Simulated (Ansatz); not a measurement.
# Work function of Na by crystal face

How much does the work function of Na differ between its low-index faces, and does the functional change the order?

Set-up. Ansatz 0.2.0, plane waves with PAW datasets (its set soft_2) at their recommended cutoffs; symmetric slabs of 7 layers (11 for bcc (111)) cut at the tabulated experimental lattice constant, atoms at bulk places, 18 Å of vacuum, k-spacing 0.16 Å⁻¹ (2π included), Fermi-Dirac smearing of 0.1 eV, SCF threshold 1e-9 eV; spin-polarised where the metal is Fe, Co or Ni. The work function is the vacuum level less the Fermi level; differences are formed before rounding.

What came out:

| face | atoms per nm² | LDA (eV) | PBEsol (eV) | r2SCAN (eV) | PBE (eV) | RPBE (eV) | PBE, relaxed (eV) |
| --- | --- | --- | --- | --- | --- | --- | --- |
| (110) | 7.9 | 2.96 | 2.86 | 2.84 | 2.84 | 2.77 | 2.82 |
| (100) | 5.6 | 2.78 | 2.68 | 2.66 | 2.67 | 2.60 | 2.66 |
| (111) | 3.2 | 2.70 | 2.59 | 2.55 | 2.58 | 2.51 | 2.61 |

**Reading.** With PBE the work function runs from 2.84 eV on (110) to 2.58 eV on (111). (111) and (100) lie within 0.08 eV of each other, too close for slabs of this thickness to order; every functional listed puts (110) highest. LDA lies 0.11 to 0.12 eV above PBE. Relaxing all layers with PBE (forces under 0.01 eV/Å) moves the values by −0.01 to +0.03 eV.

Caveats: Slabs this thin leave size errors that can reach a tenth of an eV or more. The functionals share one unrelaxed geometry at the tabulated experimental lattice constant; the relaxed column keeps that in-plane lattice, which is not PBE's own.
